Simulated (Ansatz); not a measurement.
**AlIn (built on the sites of a database entry of ScBi): following an unstable mode**

Aim: this structure of AlIn (built on the sites of a database entry of ScBi) is to be tested for unstable modes, and one is followed downhill.

Method: DFT PBEsol, scalar-relativistic, plane waves, PAW, in Ansatz 0.2.0.

Most raw output is cut from this account.

The structure was built from a prototype and need not be the compound's stable phase.

### Step 1. The structure

It takes space group Fm-3m (No. 225, cubic). The conventional cell has a = 5.704 Å, b = 5.704 Å, c = 5.704 Å, α = 90.00°, β = 90.00°, γ = 90.00°. Nearest to Al lie 6 In at 2.85 Å. Nearest to In lie 6 Al at 2.85 Å. Farther neighbours are not listed.

### Step 2. The dispersion

The cell comes from relaxations at this level that are not shown. Stability and thermal properties need the whole zone. Linear response on a 4×4×4 q mesh gives force constants as far as a supercell of that size would.

input.yaml reads:

```yaml
crystal:
  lattice:
    - [0.0, 2.8518048579, 2.8518048579]
    - [2.8518048579, 0.0, 2.8518048579]
    - [2.8518048579, 2.8518048579, 0.0]
  atoms:
    - { symbol: Al, position: [0.5, 0.5, 0.5] }
    - { symbol: In, position: [0.0, 0.0, 0.0] }
kpoints:
  mp_grid: { grid: [12, 12, 12] }
hamiltonian:
  xc: pbesol
scf:
  occupations: { method: methfessel_paxton, width: 0.2 }
output:
  eigenvalues: true
phonons:
  method: dfpt
  qmesh: [4, 4, 4]
  temperatures: { t_max: 1000, t_step: 50 }
  qpath:
    path:
      - [[0.0, 0.0, 0.0], [0.5, 0.0, 0.5], [0.625, 0.25, 0.625]]
      - [[0.375, 0.375, 0.75], [0.0, 0.0, 0.0], [0.5, 0.5, 0.5], [0.5, 0.25, 0.75], [0.5, 0.0, 0.5]]
    npoints: 10
```

The run is started by

```sh
> ansatz run input.yaml --threads 4 --pin off --max-ram 7168MiB --backend cpu --events-out ev --progress --plain --runs-dir out
```

Wall time 2 min (4 threads of Intel Xeon 6975P-C (Granite Rapids), shared host); peak memory 2.5 GiB.

Numbers from this step:

| Quantity | Value |
| --- | --- |
| volume per atom | 23.19 Å³ |
| gap on the k-mesh | 0 eV |
| sum-rule residual before enforcement | 1.12e-5 eV/Å² |
| lowest frequency on the path | -58.46 cm⁻¹ |
| point group | m-3m |
| highest frequency on the path or at a solved wavevector | 235.6 cm⁻¹ |
| highest optical mode at the zone centre (no LO-TO term) | 213.4 cm⁻¹ |
| lowest optical zone-centre mode | 213.4 cm⁻¹ |
| lowest mode on the q mesh (acoustic modes at Γ apart) | -55.2 cm⁻¹ |

Frequencies (cm⁻¹) solved at each irreducible wavevector; negative means imaginary. Frequencies by wavevector, by row:

| q in reciprocal lattice units | star | mode 1 | mode 2 | mode 3 | mode 4 | mode 5 | mode 6 |
| --- | --- | --- | --- | --- | --- | --- | --- |
| 0 0 0 | 1 | 0 | 0 | 0 | 213.4 | 213.4 | 213.4 |
| 0 0 0.25 | 8 | 57.7 | 57.7 | 62.3 | 191.9 | 191.9 | 194.9 |
| 0 0 -0.5 | 4 | 88.6 | 88.6 | 96.4 | 157.8 | 159.5 | 159.5 |
| 0 0.25 0.25 | 6 | -27.2 | -27.2 | 84.1 | 167.1 | 213.1 | 213.1 |
| 0 0.25 -0.5 | 24 | -32.3 | 38 | 50 | 199.5 | 200.5 | 203.9 |
| 0 0.25 -0.25 | 12 | -46.8 | 85.2 | 86.4 | 160.9 | 165.9 | 222.5 |
| 0 -0.5 -0.5 | 3 | -53.8 | -39 | -39 | 218.3 | 218.3 | 235.6 |
| 0.25 -0.5 -0.25 | 6 | -55.2 | -55.2 | 85.5 | 158.3 | 226.8 | 226.8 |

Interpolated from a 4×4×4 q mesh. Phonon branches along the path, in cm⁻¹:

```csv
point,branch 1,branch 2,branch 3,branch 4,branch 5,branch 6
Γ,0,0,0,213,213,213
halfway,-27,-27,84,167,213,213
X,-54,-39,-39,218,218,236
halfway,-56,-33,-25,214,214,233
U,-58,24,37,202,202,227
jump to K,-58,24,37,202,202,227
halfway,-38,84,87,167,171,220
Γ,0,0,0,213,213,213
halfway,58,58,62,192,192,195
L,89,89,96,158,160,160
halfway,-13,20,91,164,202,203
W,-55,-55,86,158,227,227
halfway,-58,-42,37,195,224,230
X,-54,-39,-39,218,218,236
```

Symmetry leaves 8 wavevectors to solve. The lowest mode among them, the acoustic zeros apart, lies at q = (0.25, -0.5, -0.25) and is imaginary, 55.2i cm⁻¹, so the energy falls along it. Between them the interpolated path dips to 58i cm⁻¹.

### Step 3. The mode frozen in, largest atomic shift 0 Å

The mode followed lies at q = (0.25, -0.5, -0.25) with frequency 55.2i cm⁻¹ and is 2-fold degenerate, the softest among the wavevectors solved. At small amplitude the distorted cell has space group no. 70 by a symmetry search on the positions. The undistorted cell that holds it gives the zero of energy on the same k mesh.

System of this step: AlIn (built on the sites of a database entry of ScBi). It takes space group Fm-3m (No. 225, cubic). The conventional cell has a = 5.704 Å, b = 5.704 Å, c = 5.704 Å, α = 90.00°, β = 90.00°, γ = 90.00°. Al has 6 In at 2.85 Å nearest. Nearest to In lie 6 Al at 2.85 Å. Farther neighbours are not listed.

input.yaml reads:

```yaml
crystal:
  lattice:
    - [0.0, 0.0, -5.7036097157]
    - [5.7036097157, 0.0, 0.0]
    - [2.8518048579, -5.7036097157, -2.8518048579]
  atoms:
    - { symbol: Al, position: [0.5, 0.0, 0.0] }
    - { symbol: Al, position: [0.0, 0.5, 0.0] }
    - { symbol: Al, position: [0.25, 0.25, 0.5] }
    - { symbol: Al, position: [0.75, 0.75, 0.5] }
    - { symbol: In, position: [0.5, 0.5, 0.0] }
    - { symbol: In, position: [0.0, 0.0, 0.0] }
    - { symbol: In, position: [0.25, 0.75, 0.5] }
    - { symbol: In, position: [0.75, 0.25, 0.5] }
kpoints:
  mp_grid: { grid: [8, 8, 8] }
hamiltonian:
  xc: pbesol
scf:
  occupations: { method: methfessel_paxton, width: 0.2 }
output:
  forces: true
  stress: true
  eigenvalues: true
```

The job ended after 3.9 s (4 threads; peak memory 0.78 GiB).

Numbers from this step:

```yaml
pressure: -0.05113 GPa
energy_from_the_undistorted_cell: 0 meV/atom
```

The run ends at a pressure of -0.05 GPa.

### Step 4. The mode frozen in, largest atomic shift 0.6 Å

The atoms are moved along the unstable eigenvector, the largest shift by 0.6 Å, with the cell fixed.

input.yaml, the sections that differ from step 3:

```yaml
crystal:
  lattice:
    - [0.0, 0.0, -5.7036097157]
    - [5.7036097157, 0.0, 0.0]
    - [2.8518048579, -5.7036097157, -2.8518048579]
  atoms:
    - { symbol: Al, position: [0.5743851858, 0.0743851858, 0.0] }
    - { symbol: Al, position: [-0.0743851858, 0.4256148142, 0.0] }
    - { symbol: Al, position: [0.3243851858, 0.3243851858, 0.5] }
    - { symbol: Al, position: [0.6756148142, 0.6756148142, 0.5] }
    - { symbol: In, position: [0.4361218753, 0.5638781247, 0.0] }
    - { symbol: In, position: [0.0638781247, -0.0638781247, 0.0] }
    - { symbol: In, position: [0.1861218753, 0.8138781247, 0.5] }
    - { symbol: In, position: [0.8138781247, 0.1861218753, 0.5] }
# kpoints, hamiltonian, scf, output: as in step 3
```

The job ended after 6.2 s (4 threads; peak memory 0.89 GiB).

This step gave:

* pressure: -1.807 GPa
* energy from the undistorted cell: -57.5 meV/atom

The energy, extrapolated to zero smearing, is -57.50 meV/atom against the undistorted cell.

The run ends at a pressure of -1.81 GPa, with forces up to 0.10 eV/Å.

### Step 5. Energy along the mode, all amplitudes (two of the runs are shown above)

An imaginary frequency means negative curvature, so the energy should fall and then rise again as anharmonic terms take over.

Numbers from this step:

| Item | Value |
| --- | --- |
| depth at the lowest point sampled | 57.5 meV/atom |
| largest atomic shift at that point | 0.6 Å |

The energy from the parent by largest atomic shift:

| largest atomic shift (Å) | energy from the parent (meV/atom) |
| --- | --- |
| 0.000 | 0 |
| 0.040 | -0.502 |
| 0.080 | -2.00 |
| 0.140 | -6.03 |
| 0.220 | -14.4 |
| 0.320 | -28.6 |
| 0.450 | -48.4 |
| 0.600 | -57.5 |

Displacement at unit largest shift by atom:

| atom | x (Å) | y (Å) | z (Å) | size |
| --- | --- | --- | --- | --- |
| Al1 | 0.707 | 0.000 | -0.707 | 1.000 |
| Al2 | -0.707 | 0.000 | 0.707 | 1.000 |
| Al3 | 0.707 | 0.000 | -0.707 | 1.000 |
| Al4 | -0.707 | 0.000 | 0.707 | 1.000 |
| In5 | 0.607 | 0.000 | 0.607 | 0.858 |
| In6 | -0.607 | 0.000 | -0.607 | 0.858 |
| In7 | 0.607 | 0.000 | 0.607 | 0.858 |
| In8 | -0.607 | 0.000 | -0.607 | 0.858 |

The lowest of the steps tried is the last one, at 0.6 Å, 57.5 meV/atom below the parent; the bottom of the well need not coincide with a step.

### Step 6. Relaxing from the distorted cell

Starting from the lowest point found, all atoms and the cell are let go, so that strain and other modes of the same symmetry can join in.

Edit input.yaml of step 4 so:

```diff
@@ -24 +24,6 @@
   eigenvalues: true
+relax:
+  adjacent_minimum: "off"
+  f_tol: 0.002
+  max_steps: 120
+  cell: { stress_tol: 0.03 }
```

Elapsed: 58 s, on 4 threads; peak memory 0.98 GiB.

Step by step:

```
step  energy less that of the first step (eV)  largest force component (eV/Å)  pressure (GPa)  volume (Å³)
   1                                   0.0000                          0.0730           -1.81       185.55
   2                                  -0.1592                          0.0684            0.96       174.86
   3                                  -0.2060                          0.0691            0.20       177.56
   4                                  -0.2175                          0.1181            0.21       177.88
   5                                  -0.2285                          0.0359           -0.17       179.06
   6                                  -0.2333                          0.0263           -0.08       179.12
   7                                  -0.2348                          0.0116            0.02       178.60
   8                                  -0.2356                          0.0006            0.00       178.72
  9*                                  -0.2362                          0.0007            0.00       178.72
```

Relaxation steps marked * repeat the geometry before them on a plane-wave basis chosen anew for their cell, so energy and pressure can jump there.

The run keeps the 8 symmetry operations that it works with, so distortions that break them were not tested.

```
conventional cell, symmetrised  before   after  change
                         a (Å)   8.066   7.410  -8.1 %
                         b (Å)   8.066   8.678  +7.6 %
                         c (Å)  11.407  11.116  -2.5 %
              volume (Å³/atom)   23.19   22.34  -3.7 %
```

The atoms that moved most (Å, as changes of fractional coordinates times the final cell):

| atom | dx | dy | dz | length |
| --- | --- | --- | --- | --- |
| In6 | 0.054 | 0.000 | 0.054 | 0.076 |
| In5 | -0.054 | 0.000 | -0.054 | 0.076 |
| In7 | -0.054 | 0.000 | -0.054 | 0.076 |
| In8 | 0.054 | 0.000 | 0.054 | 0.076 |
| Al2 | 0.023 | 0.000 | -0.023 | 0.032 |
| Al4 | 0.023 | 0.000 | -0.023 | 0.032 |
| Al3 | -0.023 | 0.000 | 0.023 | 0.032 |
| Al1 | -0.023 | 0.000 | 0.023 | 0.032 |

This step gave:

- pressure: 0.001973 GPa
- volume per atom: 22.34 Å³

The distorted start has space group Fddd; the relaxation ends in Fddd.

### Step 7. The new phase in its own primitive cell

The relaxed structure is symmetrised, reduced to its primitive cell and relaxed tightly, as its phonons need.

input.yaml reads:

```yaml
crystal:
  lattice:
    - [0.0, 4.3390839179, 5.5582229007]
    - [3.7051303806, 0.0, 5.5582229007]
    - [3.7051303806, 4.3390839179, 0.0]
  atoms:
    - { symbol: Al, position: [0.6799422466, 0.3200577534, 0.3200577534] }
    - { symbol: Al, position: [0.3200577534, 0.6799422466, 0.6799422466] }
    - { symbol: Al, position: [0.9299422466, 0.5700577534, 0.5700577534] }
    - { symbol: Al, position: [0.5700577534, 0.9299422466, 0.9299422466] }
    - { symbol: In, position: [0.8051064379, 0.1948935621, 0.8051064379] }
    - { symbol: In, position: [0.1948935621, 0.8051064379, 0.1948935621] }
    - { symbol: In, position: [0.0551064379, 0.4448935621, 0.0551064379] }
    - { symbol: In, position: [0.4448935621, 0.0551064379, 0.4448935621] }
kpoints:
  mp_grid: { grid: [8, 8, 8] }
hamiltonian:
  xc: pbesol
scf:
  occupations: { method: methfessel_paxton, width: 0.2 }
output:
  forces: true
  stress: true
  eigenvalues: true
relax:
  adjacent_minimum: "off"
  f_tol: 0.001
  max_steps: 60
  cell: { stress_tol: 0.01 }
```

The job ended after 20 s (4 threads; peak memory 0.97 GiB).

Little changed from the start: no atom moved by 0.005 Å and no cell edge by 0.1 %.

Numbers from this step:

| Property | Result |
| --- | --- |
| pressure | -0.001073 GPa |

The largest force component left is 0.35 meV/Å and the pressure is -0.001 GPa, within the tolerances set. The cell now holds 22.34 Å³/atom.

### Step 8. Modes of the new phase, k-mesh 8×8×8

A relaxed structure may still be a saddle point, so its zone-centre modes are computed. No field response is asked, since the mesh shows no gap.

input.yaml reads:

```yaml
crystal:
  lattice:
    - [0.0, 4.3412466459, 5.5580570732]
    - [3.7038541355, 0.0, 5.5580570732]
    - [3.7038541355, 4.3412466459, 0.0]
  atoms:
    - { symbol: Al, position: [0.6799816857, 0.3200183143, 0.3200183143] }
    - { symbol: Al, position: [0.3200183143, 0.6799816857, 0.6799816857] }
    - { symbol: Al, position: [0.9299816857, 0.5700183143, 0.5700183143] }
    - { symbol: Al, position: [0.5700183143, 0.9299816857, 0.9299816857] }
    - { symbol: In, position: [0.8050117737, 0.1949882263, 0.8050117737] }
    - { symbol: In, position: [0.1949882263, 0.8050117737, 0.1949882263] }
    - { symbol: In, position: [0.0550117737, 0.4449882263, 0.0550117737] }
    - { symbol: In, position: [0.4449882263, 0.0550117737, 0.4449882263] }
kpoints:
  mp_grid: { grid: [8, 8, 8] }
hamiltonian:
  xc: pbesol
scf:
  occupations: { method: methfessel_paxton, width: 0.2 }
output:
  eigenvalues: true
phonons:
  method: dfpt
```

Wall time 4.4 min (4 threads); peak memory 5.4 GiB.

Numbers from this step:

```yaml
sum_rule_residual_before_enforcement: 1.52e-5 eV/Å²
point_group: mmm
highest_optical_mode_at_the_zone_centre_no_lo_to_term: 302.8 cm⁻¹
lowest_optical_zone_centre_mode: -53.84 cm⁻¹
```

Patterns of degenerate modes are one choice out of their space. The modes at Γ (shares of kinetic energy by element, %) (negative means imaginary):

```
mode  frequency (cm⁻¹)  symmetry  Al %  In %
   1             -53.8       B2g    34    66
   2             -52.9       B1g    30    70
   3             -27.8       B1u    19    81
   4             -15.7       B3g    21    79
   5               0.0  acoustic    19    81
   6               0.0  acoustic    19    81
   7               0.0  acoustic    19    81
   8              26.6       B1g    18    82
   9              71.9       B3u     6    94
  10              80.3        Au     4    96
  11              83.6        Ag     3    97
  12              91.5       B3g     0   100
  13             125.6       B2g    84    16
  14             126.7       B2u    98     2
  15             157.7       B1u    82    18
  16             173.5       B3u    75    25
  17             175.7       B1g    74    26
  18             177.2       B3g    78    22
  19             199.2       B2u    83    17
  20             199.9       B2g    82    18
  21             222.4       B1u    80    20
  22             232.0       B1g    77    23
  23             299.8        Au    96     4
  24             302.8        Ag    97     3
```

Displacements in mode 1 (-53.8 cm⁻¹), the largest set to 1:
```
Al1  0.00  1.00 -0.64
Al2  0.00  1.00  0.64
Al3  0.00 -1.00 -0.64
Al4  0.00 -1.00  0.64
In5  0.00  0.80  0.00
In6  0.00  0.80  0.00
In7  0.00 -0.80  0.00
In8  0.00 -0.80  0.00
```

Displacements in mode 16 (173.5 cm⁻¹), the largest set to 1:
```
Al1  1.00  0.00  0.00
Al2  1.00  0.00  0.00
Al3  1.00  0.00  0.00
Al4  1.00  0.00  0.00
In5 -0.24  0.00 -0.15
In6 -0.24  0.00  0.15
In7 -0.24  0.00  0.15
In8 -0.24  0.00 -0.15
```

Before it was imposed, the acoustic sum rule was missed by 1.5e-5 eV/Å². Small misses are needed for a sound result but don't prove that mesh and cutoff are converged. The lowest optical mode is imaginary, 53.8i cm⁻¹, so the energy falls along it.

### Step 9. Outcome

```
unstable mode of the parent                                                      : q = (0.25, -0.5, -0.25), 55i cm⁻¹
depth at the lowest point sampled                                                : 57.5 meV/atom
largest atomic shift at that point                                               : 0.6 Å
space group reached (within 0.01 Å)                                              : Fddd
energy gained over the parent (first relaxation, on the mesh of the frozen mode) : 86.9 meV/atom
volume per atom, phase reached                                                   : 22.3 Å³
lowest optical zone-centre mode, phase reached                                   : -53.8 cm⁻¹
highest optical mode at the zone centre (no LO-TO term), phase reached           : 303 cm⁻¹
```

**Reading.** Along this mode the structure falls into Fddd, 86.9 meV/atom below the parent. At the parent's cell the well is 57.5 meV/atom deep on the steps tried, with its lowest point at a shift of 0.6 Å. That is the last step tried, so the steps alone don't bracket the bottom of the well. Relaxing atoms and cell changes the gain by +29.39 meV/atom against the lowest step (energies at zero smearing). The new phase still has an imaginary mode at the zone centre of its cell, so it is a saddle point on the way to a lower structure. Of the 4 patterns followed to their end from this parent, this one ends 107 meV/atom above the lowest, P4/nmm. Each path keeps the symmetry of its pattern, so a lower phase may lie along a pattern not tried. With no gap, or one that is small against the smearing, the frequencies hang on the k mesh and the smearing, most of all near Kohn anomalies. The starting cell was built on a prototype and not taken from a measurement, so the phase need not exist.

[Logs are printed without paths, hosts, clocks, repeated set-up lines and the standing remarks that a program may print on its own settings, such as how far it seeks lower states.]

[Hosts, paths, dates, database ids (printed as entryN), source tags and the programs' standing remarks are cut or masked in the printed files.]
